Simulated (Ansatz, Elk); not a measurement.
**How far do independent atoms describe Mg2CrCu2?**

The structure of Mg2CrCu2 used here is made up (a known structure type with other elements) and was relaxed beforehand with PBEsol. The aim is the Fourier transform of its all-electron density, F(hkl), set beside the sum over free spherical atoms that refinements use.

Main program and level: Elk 11.2.3 (patched build); DFT, PBE, all-electron APW+lo, Dirac cores, scalar-relativistic bands, static density, ferromagnetic start.

This account leaves out most program logs.

The structure was built from a prototype and need not be the compound's stable phase.

### 1. Set-up

It takes space group Immm (No. 71, orthorhombic). The conventional cell has a = 4.135 Å, b = 5.124 Å, c = 7.544 Å, α = 90.00°, β = 90.00°, γ = 90.00°. Nearest to Cu lie 2 Cu at 2.36 to 2.76 Å and 2 Cr at 2.49 Å and 6 Mg at 2.66 to 2.81 Å. Nearest to Cr lie 4 Cu at 2.49 Å and 4 Mg at 2.97 Å. Nearest to Mg lie 6 Cu at 2.66 to 2.81 Å and 2 Cr at 2.97 Å and 1 Mg at 3.00 Å. Farther neighbours are not listed.

### 2. Ground state and structure factors

An all-electron density is needed, since X-rays see the cores too. Task 0 finds the density and task 195 Fourier-transforms it; tshift is off so that phases refer to the origin typed.

elk.in reads:

```
tasks
  0
  195
  196

xctype
  20

spinpol
  .true.

rgkmax
  7.0

gmaxvr
  14.0

lmaxo
  7

lmaxapw
  8

swidth
  0.002

tshift
  .false.

ramdisk
  .false.

hmaxvr
  5.5

maxscl
  120

epspot
  1e-06

reducebf
  0.8

sppath
  './'

avec
  -3.90727752062 4.84182680572 7.12805382883
  3.90727752062 -4.84182680572 7.12805382883
  3.90727752062 4.84182680572 -7.12805382883

atoms
  3
  'Cu.in'
  2
  0.2693983673 0.5000000000 0.7693983673   0.000000 0.000000 0.000000
  0.7306016327 0.5000000000 0.2306016327   0.000000 0.000000 0.000000
  'Cr.in'
  1
  0.0000000000 0.0000000000 0.0000000000   0.000000 0.000000 -0.155000
  'Mg.in'
  2
  0.6985675953 0.1985675953 0.5000000000   0.000000 0.000000 0.000000
  0.3014324047 0.8014324047 0.5000000000   0.000000 0.000000 0.000000

ngridk
  6 6 6
```

Launch:

```console
> OMP_NUM_THREADS=4 elk
```

The job ended after 13 min (4 threads of Arm Neoverse N1, shared host; peak memory 0.43 GiB).

SFACRHO.OUT:

```text

h k l indices transformed by vhmat matrix:
   1.000000000       0.000000000       0.000000000    
   0.000000000       1.000000000       0.000000000    
   0.000000000       0.000000000       1.000000000    

      h      k      l  multipl.   |H|            Re(F)            Im(F)           |F|

      0      0      0      1   0.0000000       106.00000      0.28593751E-16   106.00000    
      0      1     -1      4  0.78437729       8.2383020     -0.18714349E-14   8.2383020    
     -1     -1      1      2  0.88147276       56.688489      0.14035762E-13   56.688489    
     -1      0      1      4  0.91690938      -24.875386      -0.0000000       24.875386    
     -1      1      0      4   1.0331861       6.8404483     -0.39895565E-14   6.8404483    
     -1      1     -1      2   1.2976890      -9.7966564      0.14982357E-13   9.7966564    
      1      1     -2      8   1.3581118       37.150555      0.10292892E-13   37.150555    
      1      2     -2      4   1.4728327       25.644409      0.12164327E-13   25.644409    
     -1     -2      1      4   1.5474855      -40.572393     -0.84214570E-14   40.572393    
      2      0      0      4   1.5687546      -38.708741      -0.0000000       38.708741    
     -1      0     -1      8   1.5889366       63.991678      0.65500221E-14   63.991678    
      1     -1     -1      2   1.6080724       76.047239      0.10264696E-13   76.047239    
      2      2     -2      2   1.7629455       61.756081     -0.10292892E-13   61.756081    
      2     -1     -1      8   1.7891743       5.7554731     -0.18714349E-14   5.7554731    
     -2      0      2      4   1.8338188       43.997061      0.28071523E-14   43.997061    
     -2      1     -1      4   1.9958059       24.091097     -0.28071523E-14   24.091097    
      0     -3      2      8   2.0195811       40.351815      0.39300133E-13   40.351815    
     -2     -2      3      8   2.0433919       15.363056      0.93571745E-14   15.363056
```

Elk indexes on the primitive cell of elk.in and gives |H| = 4π sin θ/λ in inverse bohr. Below, one row stands for each form hkl of the conventional cell (m members, Friedel mates merged), F is for one primitive cell and the density is static (no thermal factor). Free-atom factors are Waasmaier and Kirfel's, and R is Σm||F|−|F'||/Σm|F|.

```
hkl  m  sin θ/λ (Å⁻¹)  abs F, DFT  neutral atoms   diff.
011  4          0.118       8.238          8.302  -0.064
002  2          0.133      56.688         56.935  -0.246
101  4          0.138      24.875         24.969  -0.093
110  4          0.155       6.840          7.128  -0.287
020  2          0.195       9.797          9.989  -0.193
112  8          0.204      37.151         37.660  -0.509
013  4          0.222      25.644         25.922  -0.277
103  4          0.233      40.572         41.213  -0.641
022  4          0.236      38.709         39.269  -0.561
121  8          0.239      63.992         65.052  -1.060
200  2          0.242      76.047         77.193  -1.146
004  2          0.265      61.756         62.677  -0.921
211  8          0.269       5.755          5.854  -0.099
202  4          0.276      43.997         44.850  -0.853
031  4          0.300      24.091         24.439  -0.348
123  8          0.304      40.352         40.964  -0.612
114  8          0.307      15.363         15.471  -0.108
220  4          0.311       8.127          8.576  -0.449
130  4          0.317      13.659         13.798  -0.140
213  8          0.328      21.209         21.236  -0.027
024  4          0.329      18.211         18.590  -0.380
222  8          0.338      32.916         33.270  -0.354
```

### 3. The magnetisation density

The same run holds the spin density, and task 196 transforms it. The order is that of the start, and no other was tried.

SFACMAG_1.OUT:

```text

h k l indices transformed by vhmat matrix:
   1.000000000       0.000000000       0.000000000    
   0.000000000       1.000000000       0.000000000    
   0.000000000       0.000000000       1.000000000    

      h      k      l  multipl.   |H|            Re(F)            Im(F)           |F|

      0      0      0      1   0.0000000       3.8105029      0.23363601E-17   3.8105029    
      0      1     -1      4  0.78437729       2.9564784     -0.39749716E-16   2.9564784    
     -1     -1      1      2  0.88147276       2.9076301     -0.24900684E-16   2.9076301    
     -1      0      1      4  0.91690938       2.7379332     -0.43861755E-16   2.7379332    
     -1      1      0      4   1.0331861       2.6689292      0.70987543E-17   2.6689292    
     -1      1     -1      2   1.2976890       1.8970421     -0.20460352E-17   1.8970421    
      1      1     -2      8   1.3581118       1.9783962      0.56540544E-16   1.9783962    
      1      2     -2      4   1.4728327       1.6443284     -0.49116028E-16   1.6443284    
     -1     -2      1      4   1.5474855       1.4253538     -0.79956325E-17   1.4253538    
      2      0      0      4   1.5687546       1.4317501     -0.79956325E-18   1.4317501    
     -1      0     -1      8   1.5889366       1.7484150     -0.68533993E-18   1.7484150    
      1     -1     -1      2   1.6080724       1.8226184      0.28419610E-16   1.8226184    
      2      2     -2      2   1.7629455       1.4307575     -0.34095661E-16   1.4307575    
      2     -1     -1      8   1.7891743       1.3835473      0.89094190E-17   1.3835473    
     -2      0      2      4   1.8338188       1.4864120      0.24272456E-17   1.4864120    
     -2      1     -1      4   1.9958059       1.2182480      0.24329567E-16   1.2182480
```

The total moment is 3.81 μB a cell; sphere moments: Cu1 +0.08, Cu2 +0.08, Cr3 +3.37, Mg4 -0.02, Mg5 -0.02 μB. Polarised neutrons measure spin and orbital magnetisation together; without spin-orbit coupling the run gives the spin part:

```
hkl  sin θ/λ (Å⁻¹)  abs F_M (μB)
011          0.118         2.957
002          0.133         2.908
101          0.138         2.738
110          0.155         2.669
020          0.195         1.897
112          0.204         1.978
013          0.222         1.644
103          0.233         1.425
022          0.236         1.432
121          0.239         1.748
200          0.242         1.823
004          0.265         1.431
211          0.269         1.383
202          0.276         1.486
```

### 4. The highest occupied states alone

An energy window below the Fermi level keeps the highest occupied states, to see at which angles they scatter; shallow core shells can lie inside it and anion s states outside. No new self-consistency is needed.

Changes to elk.in since step 2:

```diff
@@ -1,5 +1,3 @@
 tasks
-  0
   195
-  196
 
@@ -44,2 +42,5 @@
 
+wsfac
+  -0.349200 0.502040
+
 sppath
```

Launch:

```console
> OMP_NUM_THREADS=4 elk
```

Wall time 21 s (4 threads); peak memory 0.22 GiB.

States within 15 eV below the Fermi level hold 32.00 electrons; any levels below the window count with the cores. Their amplitudes can exceed the total, where window and core parts have opposite phase:

```
hkl  sin θ/λ (Å⁻¹)  abs F, window  abs F, all
011          0.118          1.419       8.238
002          0.133         20.190      56.688
101          0.138         13.113      24.875
110          0.155          4.560       6.840
020          0.195         10.946       9.797
112          0.204          3.742      37.151
013          0.222          0.407      25.644
103          0.233          9.781      40.572
022          0.236          9.391      38.709
121          0.239         12.981      63.992
```

### 5. Another functional

The difference from free atoms is small, so it is set against the change that LDA (Perdew-Wang) makes.

Changes to elk.in since step 4:

```diff
@@ -1,6 +1,8 @@
 tasks
+  0
   195
+  196
 
 xctype
-  20
+  3
 
@@ -42,5 +44,2 @@
 
-wsfac
-  -0.349200 0.502040
-
 sppath
```

Launch:

```console
> OMP_NUM_THREADS=4 elk
```

The job ended after 6.8 min (4 threads; peak memory 0.29 GiB; 25 min of CPU time).

Against the first run R = 0.08 %; the largest change is -0.076 at 040. The moment goes from 3.81 to 3.67 μB.

### 6. A coarser k-mesh

About half the k-points along each axis test the sampling.

Changes to elk.in since step 5:

```diff
@@ -6,3 +6,3 @@
 xctype
-  3
+  20
 
@@ -67,2 +67,2 @@
 ngridk
-  6 6 6
+  3 3 3
```

Launch:

```console
> OMP_NUM_THREADS=4 elk
```

It took 3 min on 4 threads; peak memory 0.44 GiB; 9.8 min of CPU time.

Against the first run R = 0.02 %; the largest change is +0.024 at 020. The moment goes from 3.81 to 3.02 μB.

### 7. Settings against the effect

```
              run  R against the first run (%)  R against neutral atoms, low angle (%)  wall time
    PBE, rgkmax 7                         0.00                                    1.46     13 min
LDA (Perdew-Wang)                         0.08                                    1.47    6.8 min
     k-mesh 3×3×3                         0.02                                    1.48      3 min
```

### 8. Results

| Property | Result |
| --- | --- |
| R against neutral atoms, sin θ/λ < 0.3 Å⁻¹ | 1.46 % |
| R against neutral atoms, 0.3 to 0.69 Å⁻¹ | 0.46 % |

**Reading.** Independent neutral atoms miss the calculated amplitudes by R = 1.46 % below 0.3 Å⁻¹ and 0.46 % from there to 0.69 Å⁻¹; by shells, 0.46 % below 0.15 Å⁻¹ (3 forms), 1.60 % 0.15 to 0.3 (11 forms), 0.64 % 0.3 to 0.45 (31 forms), 0.39 % above 0.45 (104 forms). Bonding, aspherical density and the tables' own atoms all enter these figures, and the runs don't part them. The largest change of an amplitude is -1.15 electrons, at 200. The magnetic order is that of the start. No other order was tried here, and an antiferromagnetic one would change or move the magnetic intensity. The window's part falls from 32.0 electrons at the origin to at most 5.29 between 0.45 and 0.69 Å⁻¹, where compact states inside the window still scatter. Below 0.3 Å⁻¹ the changes that finished (LDA (Perdew-Wang) and k-mesh 3×3×3) move F by R = 0.03 % at most, against the 1.46 % that separates it from free atoms. The magnetic factors move by R = 3.1 % (LDA (Perdew-Wang)) and 5.8 % (k-mesh 3×3×3), so they aren't settled to better than that. The basis has no finished test. Part of the difference isn't bonding: the tables are fits to free atoms and ions calculated by other methods than this functional. Thermal motion, anomalous dispersion and extinction are left out.

[Logs are printed without paths, hosts, clocks, repeated set-up lines and the standing remarks that a program may print on its own settings, such as how far it seeks lower states.]

[Hosts, paths, dates, database ids (printed as entryN), source tags and the programs' standing remarks are cut or masked in the printed files.]
